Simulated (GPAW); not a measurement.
## How the plane-wave cutoff moves the magnetism of free-standing triangular Pt monolayer, spacing 3.288 A

Aim: see how far moments and order energies of free-standing triangular Pt monolayer, spacing 3.288 A move with the plane-wave cutoff, and what each rung costs.

Main program and level: GPAW 26.7.0; PBE; plane waves with GPAW's PAW setups, scalar-relativistic.

**1. The structure**

The cell holds 1 atom: 1 Pt. Its edges and angles: a = 3.288 Å, b = 3.288 Å, c = 14.000 Å, α = 90.0°, β = 90.0°, γ = 120.0°. model lattice. Vacuum lies along c.

**2. Rung 1 (250 eV), start ferro +**

The ladder starts at a low cutoff and climbs, to see from where on the results stand still.

order1.py

```python
import json
import numpy as np
from ase import Atoms
from ase.parallel import paropen, parprint
from gpaw import GPAW

atoms = Atoms(['Pt'],
    cell=[[3.288, 0.0, 0.0],
         [-1.644, 2.847492, 0.0],
         [0.0, 0.0, 14.0]],
    scaled_positions=[[0.0, 0.0, 0.5]],
    pbc=True,
    magmoms=[0.6])
atoms.calc = GPAW(mode={'name': 'pw', 'ecut': 250},
    xc='PBE',
    kpts={'size': (10, 10, 1), 'gamma': True},
    occupations={'name': 'fermi-dirac', 'width': 0.05},
    convergence={'density': 1e-05, 'energy': 1e-05},
    maxiter=200,
    txt='order1.txt')
e = atoms.get_potential_energy(force_consistent=True)
res = {'free_energy': e, 'energy_sigma0': atoms.get_potential_energy(), 'fermi_energy': atoms.calc.get_fermi_level()}
res['moments'] = atoms.get_magnetic_moments().tolist()
res['total'] = atoms.get_magnetic_moment()
parprint('site moments (muB):', np.round(res['moments'], 3))
parprint(f"total moment: {res['total']:.3f} muB")
parprint(f'free energy: {e:.6f} eV')
atoms.calc.write('order1.gpw')
with paropen('results.json', 'w') as f:
    json.dump(res, f)
```

Run with:

```sh
> OMP_NUM_THREADS=1 python3 order1.py > order1.log
```

The program printed:

```text
site moments (muB): [0.655]
total moment: 0.685 muB
free energy: -2.805738 eV

--- order1.txt ---
Input parameters:
  mode=PW(ecut=250),
  convergence={'density': 1e-05, 'energy': 1e-05},
  kpts=MonkhorstPack(size=(10, 10, 1), gamma=True),
  maxiter=200,
  occupations=Occupations(name='fermi-dirac', width=0.05),
  xc=XC(name='PBE')

Diagonalizing LCAO Hamiltonian
Converting LCAO to pw mode

       Pt

Atoms  # Å, Bohr magnetons
|   | symbol |        x |        y |        z |    initial magnetic moments |
|---|--------|----------|----------|----------|-----------------------------|
| 0 |     Pt | 0.000000 | 0.000000 | 7.000000 | ( 0.0000,  0.0000,  0.6000) |

Unit cell  # Å
| periodic |         x |        y |         z |   lengths |     angles |
|----------|-----------|----------|-----------|-----------|------------|
|      yes |  3.288000 | 0.000000 |  0.000000 |  3.288000 |  90.000000 |
|      yes | -1.644000 | 2.847492 |  0.000000 |  3.288000 |  90.000000 |
|      yes |  0.000000 | 0.000000 | 14.000000 | 14.000000 | 119.999996 |

Number of symmetries: 8

BZ-sampling:
  Number of BZ points: 100
  Number of IBZ points: 31

  Monkhorst-Pack size: [10, 10, 1]
  Monkhorst-Pack shift: [0.05, 0.05, 0.0]

Plane wave coefficients: 1195
Cutoff: 250.0 eV

Spin-components: 2 (collinear spins)
Bands:           12
Projectors:      6
Spin-degeneracy: 1
Datatype:        complex128

Parallelization:
  kpt:    1
  domain: 1
  band:   1

Density:
  Valence electrons: 16.0
  Components: 2
  Grid points: [12 12 54]
  Charge: 0.0  # |e|

Potential:
  Grid points: [12 12 54]

[... setups left out ...]
Reference energy: -500375.362767  # eV

eigensolver:
  PPCG
  Converge bands: occupied
  niter=2

density mixing:
  MSR1-Mixer
  Pratt-step length: 0.05
  Maximum mixing coefficient: 0.75
  Old densities: 10
  SVD Regularization: 0.005
  Good broyden scale: 1.0
  Trust region scale: 1.0
  Backstep threshold: 4.0
  History deletion threshold: 6.0
  Fourier metric: weight=20.0, sigma=0.015

occupation numbers:
  Fermi-Dirac:
    width: 0.0500  # eV

poisson solver:
  ecut: 2000.0  # eV

xc functional:
  name: PBE with 2 nearest neighbor stencil

convergence criteria:
- Maximum integral of absolute [dens]ity change: 1e-05 electrons / valence electron
- Maximum [total energy] change in last 3 cyles: 1e-05 eV / valence electron
- Maximum integral of absolute [eigenst]ate change: 4e-08 eV^2 / valence electron
maximum number of iterations: 200

SCF iterations
|iter     |      energy | eigst |  dens |  magmom |
|---------|-------------|-------|-------|---------|
|iter:   1|       0s |   -3.889919 | -0.47 |       |  +0.5984|
|iter:   2|       1s |   -3.536525 | -1.60 | -0.84 |  +0.5954|
|iter:   3|       1s |   -2.773282 | -0.74 | -0.91 |  +0.5184|
|iter:   4|       2s |   -2.776025 | -2.70 | -1.47 |  +0.5668|
|iter:   5|       3s |   -2.781042 | -3.21 | -1.74 |  +0.5937|
|iter:   6|       3s |   -2.784312 | -3.39 | -2.01 |  +0.6435|
|iter:   7|       4s |   -2.785177 | -4.16 | -2.47 |  +0.6719|
|iter:   8|       5s |   -2.785494 | -4.80 | -2.81 |  +0.6812|
|iter:   9|       5s |   -2.785789 | -4.94 | -3.02 |  +0.6855|
|iter:  10|       6s |   -2.785879 | -5.64 | -3.58 |  +0.6856|
|iter:  11|       6s |   -2.785957 | -5.84 | -3.83 |  +0.6855|
|iter:  12|       7s |   -2.785962c| -6.60 | -4.39 |  +0.6853|
|iter:  13|       8s |   -2.785962c| -7.15 | -4.73 |  +0.6853|
|iter:  14|       8s |   -2.785962c| -7.61c| -5.31c|  +0.6853|

Converged in 14 steps
Energy contributions relative to reference atoms: (reference = -500375.362767)

Energy contributions:
  Kinetic:         -20.303126
  Coulomb:          16.276611
  Zero:              0.260220
  External:          0.000000
  Xc:                1.000108
  Entropy:          -0.039552
  Spinorbit:         0.000000
  ----------------------------
  Free energy:      -2.805738
  Extrapolated:     -2.785962

dipole moment: (-5.525129, -9.569806, 0.000003)  # |e|*Ang

Total magnetic moment: (0.000000, 0.000000, 0.685292)

Local magnetic moments
|        x |        y |        z |
|----------|----------|----------|
| 0.000000 | 0.000000 | 0.655368 |  # Pt   0

Fermi level: -4.309
Eigenvalues  # (at kpt = [0.000, 0.000, 0.000])
| band index |      eig [eV] | occ [0-1] |      eig [eV] | occ [0-1] |
|------------|---------------|-----------|---------------|-----------|
|          0 |       -55.574 |     1.000 |       -55.170 |     1.000 |
|          1 |       -55.574 |     1.000 |       -55.170 |     1.000 |
|          2 |       -55.225 |     1.000 |       -54.780 |     1.000 |
|          3 |        -7.998 |     1.000 |        -7.871 |     1.000 |
|          4 |        -5.705 |     1.000 |        -5.340 |     1.000 |
|          5 |        -5.705 |     1.000 |        -5.340 |     1.000 |
|          6 |        -5.173 |     1.000 |        -4.819 |     1.000 |
|          7 |        -4.649 |     0.999 |        -4.112 |     0.019 |
|          8 |        -4.649 |     0.999 |        -4.112 |     0.019 |
|          9 |        -1.237 |     0.000 |        -1.155 |     0.000 |
|         10 |         1.688 |     0.000 |         1.693 |     0.000 |
|         11 |         2.851 |     0.000 |         2.851 |     0.000 |

No gap
No difference between direct/indirect transitions
```

Elapsed: 11 s, on 1 MPI rank of Intel Xeon 6975P-C (Granite Rapids), shared host; peak memory 0.16 GiB.

Read from the output:

```
magnetization  : 0.6853 μB
final state    : ferromagnetic
largest moment : 0.6554 μB
```

After 14 cycles the largest moment stands at 0.655 μB.

**3. Rung 1 (250 eV), start antiferro q=(0,1/2,0) +-**

The second start gives the energy difference between the two end states, the quantity that is followed up the ladder. Its q is in fractions of the reciprocal vectors of the first run's cell.

order2.py is the script of step 2 with these lines changed:

```diff
@@ -6,12 +6,13 @@
 
-atoms = Atoms(['Pt'],
+atoms = Atoms(['Pt', 'Pt'],
     cell=[[3.288, 0.0, 0.0],
-         [-1.644, 2.847492, 0.0],
+         [-3.288, 5.694984, 0.0],
          [0.0, 0.0, 14.0]],
-    scaled_positions=[[0.0, 0.0, 0.5]],
+    scaled_positions=[[0.0, 0.0, 0.5],
+         [0.0, 0.5, 0.5]],
     pbc=True,
-    magmoms=[0.6])
+    magmoms=[0.6, -0.6])
 atoms.calc = GPAW(mode={'name': 'pw', 'ecut': 250},
     xc='PBE',
-    kpts={'size': (10, 10, 1), 'gamma': True},
+    kpts={'size': (10, 5, 1), 'gamma': True},
     occupations={'name': 'fermi-dirac', 'width': 0.05},
@@ -19,3 +20,3 @@
     maxiter=200,
-    txt='order1.txt')
+    txt='order2.txt')
 e = atoms.get_potential_energy(force_consistent=True)
@@ -27,3 +28,3 @@
 parprint(f'free energy: {e:.6f} eV')
-atoms.calc.write('order1.gpw')
+atoms.calc.write('order2.gpw')
 with paropen('results.json', 'w') as f:
```

Run with:

```sh
> OMP_NUM_THREADS=1 python3 order2.py > order2.log
```

The program printed:

```text
site moments (muB): [ 0.37 -0.37]
total moment: -0.000 muB
free energy: -5.565187 eV

--- order2.txt ---
Input parameters:
  mode=PW(ecut=250),
  convergence={'density': 1e-05, 'energy': 1e-05},
  kpts=MonkhorstPack(size=(10, 5, 1), gamma=True),
  maxiter=200,
  occupations=Occupations(name='fermi-dirac', width=0.05),
  xc=XC(name='PBE')

Diagonalizing LCAO Hamiltonian
Converting LCAO to pw mode

         Pt
           Pt

Atoms  # Å, Bohr magnetons
|   | symbol |         x |        y |        z |    initial magnetic moments |
|---|--------|-----------|----------|----------|-----------------------------|
| 0 |     Pt |  0.000000 | 0.000000 | 7.000000 | ( 0.0000,  0.0000,  0.6000) |
| 1 |     Pt | -1.644000 | 2.847492 | 7.000000 | ( 0.0000,  0.0000, -0.6000) |

Number of symmetries: 4

BZ-sampling:
  Number of BZ points: 50
  Number of IBZ points: 26

  Monkhorst-Pack size: [10, 5, 1]
  Monkhorst-Pack shift: [0.05, 0.0, 0.0]

Plane wave coefficients: 2379
Cutoff: 250.0 eV

Spin-components: 2 (collinear spins)
Bands:           24
Projectors:      12
Spin-degeneracy: 1
Datatype:        complex128

Parallelization:
  kpt:    1
  domain: 1
  band:   1

Density:
  Valence electrons: 32.0
  Components: 2
  Grid points: [12 24 54]
  Charge: 0.0  # |e|

Potential:
  Grid points: [12 24 54]

[... setups left out ...]
Reference energy: -1000750.725535  # eV

convergence criteria:
- Maximum integral of absolute [dens]ity change: 1e-05 electrons / valence electron
- Maximum [total energy] change in last 3 cyles: 1e-05 eV / valence electron
- Maximum integral of absolute [eigenst]ate change: 4e-08 eV^2 / valence electron
[...]
|iter:  15|      34s |   -5.513989c| -7.55c| -4.71 |  -0.0000|
|iter:  16|      35s |   -5.513984c| -7.58c| -4.84 |  -0.0000|
|iter:  17|      36s |   -5.513982c| -7.61c| -5.04c|  -0.0000|

Converged in 17 steps
Energy contributions relative to reference atoms: (reference = -1000750.725535)

Energy contributions:
  Kinetic:         -40.975549
  Coulomb:          32.939326
  Zero:              0.520030
  External:          0.000000
  Xc:                2.053415
  Entropy:          -0.102409
  Spinorbit:         0.000000
  ----------------------------
  Free energy:      -5.565187
  Extrapolated:     -5.513982

dipole moment: (-11.047949, -19.135610, 0.000005)  # |e|*Ang

Total magnetic moment: (0.000000, 0.000000, -0.000005)

Local magnetic moments
|        x |        y |         z |
|----------|----------|-----------|
| 0.000000 | 0.000000 |  0.369546 |  # Pt   0
| 0.000000 | 0.000000 | -0.369551 |  # Pt   1

Fermi level: -4.347
Eigenvalues  # (at kpt = [0.000, 0.000, 0.000])
| band index |      eig [eV] | occ [0-1] |      eig [eV] | occ [0-1] |
|------------|---------------|-----------|---------------|-----------|
|          0 |       -55.493 |     1.000 |       -55.493 |     1.000 |
|        ... |               |           |               |           |
|          6 |        -7.902 |     1.000 |        -7.902 |     1.000 |
|          7 |        -6.697 |     1.000 |        -6.697 |     1.000 |
|          8 |        -5.554 |     1.000 |        -5.554 |     1.000 |
|          9 |        -5.497 |     1.000 |        -5.497 |     1.000 |
[...]
|         19 |        -0.982 |     0.000 |        -0.982 |     0.000 |
|         20 |         1.685 |     0.000 |         1.685 |     0.000 |
|         21 |         2.846 |     0.000 |         2.846 |     0.000 |
|        ... |               |           |               |           |
|         23 |         3.284 |     0.000 |         3.284 |     0.000 |

No gap
No difference between direct/indirect transitions
```

Elapsed: 41 s, on 1 MPI rank; peak memory 0.22 GiB.

This step gave:

* magnetization: 0 μB
* final state: antiferromagnetic
* largest moment: 0.3696 μB

This start lies +23.1 meV a seeded atom from the first; its largest moment is 0.370 μB.

**4. Rung 2 (325 eV), start ferro +**

order1.py is the script of step 2 with these lines changed:

```diff
@@ -13,3 +13,3 @@
     magmoms=[0.6])
-atoms.calc = GPAW(mode={'name': 'pw', 'ecut': 250},
+atoms.calc = GPAW(mode={'name': 'pw', 'ecut': 325},
     xc='PBE',
```

Run with:

```sh
> OMP_NUM_THREADS=1 python3 order1.py > order1.log
```

The program printed:

```text
site moments (muB): [0.665]
total moment: 0.688 muB
free energy: -3.350686 eV

--- order1.txt ---
Input parameters:
  mode=PW(ecut=325),
  convergence={'density': 1e-05, 'energy': 1e-05},
  kpts=MonkhorstPack(size=(10, 10, 1), gamma=True),
  maxiter=200,
  occupations=Occupations(name='fermi-dirac', width=0.05),
  xc=XC(name='PBE')

Diagonalizing LCAO Hamiltonian
Converting LCAO to pw mode

       Pt

[...]
|          3 |        -7.931 |     1.000 |        -7.804 |     1.000 |
|          4 |        -5.678 |     1.000 |        -5.305 |     1.000 |
[...]
|          8 |        -4.639 |     0.999 |        -4.102 |     0.021 |
|          9 |        -1.218 |     0.000 |        -1.137 |     0.000 |
|         10 |         1.688 |     0.000 |         1.691 |     0.000 |
|         11 |         2.849 |     0.000 |         2.846 |     0.000 |

No gap
No difference between direct/indirect transitions


[key lines of the parts left out:]
Free energy:      -3.350686
Converged in 15 steps
dipole moment: (-5.516061, -9.554099, 0.000003)  # |e|*Ang
Fermi level: -4.293
```

The job ended after 14 s (1 MPI rank; peak memory 0.18 GiB).

This step gave:

```
magnetization  : 0.6885 μB
final state    : ferromagnetic
largest moment : 0.6648 μB
```

The largest moment moves by +0.01 μB from rung 1, at 1.3 times its CPU time.

**5. Rung 2 (325 eV), start antiferro q=(0,1/2,0) +-**

order2.py is the script of step 3 with these lines changed:

```diff
@@ -14,3 +14,3 @@
     magmoms=[0.6, -0.6])
-atoms.calc = GPAW(mode={'name': 'pw', 'ecut': 250},
+atoms.calc = GPAW(mode={'name': 'pw', 'ecut': 325},
     xc='PBE',
```

Run with:

```sh
> OMP_NUM_THREADS=1 python3 order2.py > order2.log
```

The program printed:

```text
site moments (muB): [ 0.375 -0.375]
total moment: 0.000 muB
free energy: -6.654803 eV

--- order2.txt ---
Input parameters:
  mode=PW(ecut=325),
  convergence={'density': 1e-05, 'energy': 1e-05},
  kpts=MonkhorstPack(size=(10, 5, 1), gamma=True),
  maxiter=200,
  occupations=Occupations(name='fermi-dirac', width=0.05),
  xc=XC(name='PBE')

Diagonalizing LCAO Hamiltonian
Converting LCAO to pw mode

         Pt
[...]
|          9 |        -5.461 |     1.000 |        -5.461 |     1.000 |
[...]
|         19 |        -0.905 |     0.000 |        -0.905 |     0.000 |
|         20 |         1.684 |     0.000 |         1.684 |     0.000 |
|         21 |         2.843 |     0.000 |         2.843 |     0.000 |
|        ... |               |           |               |           |
|         23 |         3.294 |     0.000 |         3.294 |     0.000 |

No gap
No difference between direct/indirect transitions


[key lines of the parts left out:]
Free energy:      -6.654803
Converged in 19 steps
dipole moment: (-11.029604, -19.103835, 0.000005)  # |e|*Ang
Fermi level: -4.327
```

It took 68 s on 1 MPI rank; peak memory 0.27 GiB.

Numbers from this step:

```
magnetization  : 0 μB
final state    : antiferromagnetic
largest moment : 0.3751 μB
```

This start lies +23.3 meV a seeded atom from the first, a change of +0.1 meV since rung 1; its largest moment is 0.375 μB.

**6. Rung 3 (400 eV), start ferro +**

order1.py is the script of step 4 with these lines changed:

```diff
@@ -13,3 +13,3 @@
     magmoms=[0.6])
-atoms.calc = GPAW(mode={'name': 'pw', 'ecut': 325},
+atoms.calc = GPAW(mode={'name': 'pw', 'ecut': 400},
     xc='PBE',
```

Run with:

```sh
> OMP_NUM_THREADS=1 python3 order1.py > order1.log
```

The program printed:

```text
site moments (muB): [0.667]
total moment: 0.689 muB
free energy: -3.527794 eV

--- order1.txt ---
Input parameters:
  mode=PW(ecut=400),
  convergence={'density': 1e-05, 'energy': 1e-05},
  kpts=MonkhorstPack(size=(10, 10, 1), gamma=True),
  maxiter=200,
  occupations=Occupations(name='fermi-dirac', width=0.05),
  xc=XC(name='PBE')

Diagonalizing LCAO Hamiltonian
Converting LCAO to pw mode

       Pt

[...]
|          3 |        -7.917 |     1.000 |        -7.791 |     1.000 |
|          4 |        -5.671 |     1.000 |        -5.296 |     1.000 |
[...]
|          8 |        -4.636 |     0.999 |        -4.100 |     0.022 |
|          9 |        -1.214 |     0.000 |        -1.134 |     0.000 |
|         10 |         1.708 |     0.000 |         1.706 |     0.000 |
|         11 |         2.860 |     0.000 |         2.853 |     0.000 |

No gap
No difference between direct/indirect transitions


[key lines of the parts left out:]
Free energy:      -3.527794
Converged in 15 steps
dipole moment: (-5.511057, -9.545432, 0.000003)  # |e|*Ang
Fermi level: -4.289
```

Wall time 21 s (1 MPI rank); peak memory 0.21 GiB.

This step gave:

```
magnetization  : 0.6891 μB
final state    : ferromagnetic
largest moment : 0.6670 μB
```

The largest moment is that of rung 2, at 1.5 times its CPU time.

**7. Rung 3 (400 eV), start antiferro q=(0,1/2,0) +-**

order2.py is the script of step 5 with these lines changed:

```diff
@@ -14,3 +14,3 @@
     magmoms=[0.6, -0.6])
-atoms.calc = GPAW(mode={'name': 'pw', 'ecut': 325},
+atoms.calc = GPAW(mode={'name': 'pw', 'ecut': 400},
     xc='PBE',
```

Run with:

```sh
> OMP_NUM_THREADS=1 python3 order2.py > order2.log
```

The program printed:

```text
site moments (muB): [ 0.376 -0.376]
total moment: 0.000 muB
free energy: -7.008995 eV

--- order2.txt ---
Input parameters:
  mode=PW(ecut=400),
  convergence={'density': 1e-05, 'energy': 1e-05},
  kpts=MonkhorstPack(size=(10, 5, 1), gamma=True),
  maxiter=200,
  occupations=Occupations(name='fermi-dirac', width=0.05),
  xc=XC(name='PBE')

Diagonalizing LCAO Hamiltonian
Converting LCAO to pw mode

         Pt
[...]
|          9 |        -5.452 |     1.000 |        -5.452 |     1.000 |
[...]
|         19 |        -0.886 |     0.000 |        -0.886 |     0.000 |
|         20 |         1.700 |     0.000 |         1.700 |     0.000 |
|         21 |         2.851 |     0.000 |         2.851 |     0.000 |
|        ... |               |           |               |           |
|         23 |         3.320 |     0.000 |         3.320 |     0.000 |

No gap
No difference between direct/indirect transitions


[key lines of the parts left out:]
Free energy:      -7.008995
Converged in 18 steps
dipole moment: (-11.019551, -19.086422, 0.000005)  # |e|*Ang
Fermi level: -4.321
```

Elapsed: 81 s, on 1 MPI rank; peak memory 0.34 GiB.

Numbers from this step:

```
magnetization  : 0 μB
final state    : antiferromagnetic
largest moment : 0.3760 μB
```

This start lies +23.3 meV a seeded atom from the first, a change of +0.0 meV since rung 2; its largest moment is 0.376 μB.

**8. Rung 4 (500 eV), start ferro +**

order1.py is the script of step 6 with these lines changed:

```diff
@@ -13,3 +13,3 @@
     magmoms=[0.6])
-atoms.calc = GPAW(mode={'name': 'pw', 'ecut': 400},
+atoms.calc = GPAW(mode={'name': 'pw', 'ecut': 500},
     xc='PBE',
```

Run with:

```sh
> OMP_NUM_THREADS=1 python3 order1.py > order1.log
```

The program printed:

```text
site moments (muB): [0.667]
total moment: 0.689 muB
free energy: -3.559675 eV

--- order1.txt ---
Input parameters:
  mode=PW(ecut=500),
  convergence={'density': 1e-05, 'energy': 1e-05},
  kpts=MonkhorstPack(size=(10, 10, 1), gamma=True),
  maxiter=200,
  occupations=Occupations(name='fermi-dirac', width=0.05),
  xc=XC(name='PBE')

Diagonalizing LCAO Hamiltonian
Converting LCAO to pw mode

       Pt

[...]
|          3 |        -7.916 |     1.000 |        -7.790 |     1.000 |
|          4 |        -5.671 |     1.000 |        -5.296 |     1.000 |
[...]
|          8 |        -4.636 |     0.999 |        -4.100 |     0.022 |
|          9 |        -1.214 |     0.000 |        -1.134 |     0.000 |
|         10 |         1.712 |     0.000 |         1.709 |     0.000 |
|         11 |         2.861 |     0.000 |         2.853 |     0.000 |

No gap
No difference between direct/indirect transitions


[key lines of the parts left out:]
Free energy:      -3.559675
Converged in 15 steps
dipole moment: (-5.510131, -9.543829, 0.000003)  # |e|*Ang
Fermi level: -4.289
```

Wall time 33 s (1 MPI rank); peak memory 0.24 GiB.

Read from the output:

| Item | Value |
| --- | --- |
| magnetization | 0.6891 μB |
| final state | ferromagnetic |
| largest moment | 0.6673 μB |

The largest moment is that of rung 3, at 1.6 times its CPU time.

[end of part 1 of 2]

[Logs and program files are shortened in this print: banners, set-up blocks, solver, clock and traceback lines can be left out without a mark of their own.]

[Logs are printed without paths, hosts, clocks, repeated set-up lines and the standing remarks that a program may print on its own settings, such as how far it seeks lower states.]

[Hosts, paths, dates, database ids (printed as entryN), source tags and the programs' standing remarks are cut or masked in the printed files.]

[Where a cell is said to come from a database of computed structures, the database is the Materials Project.]
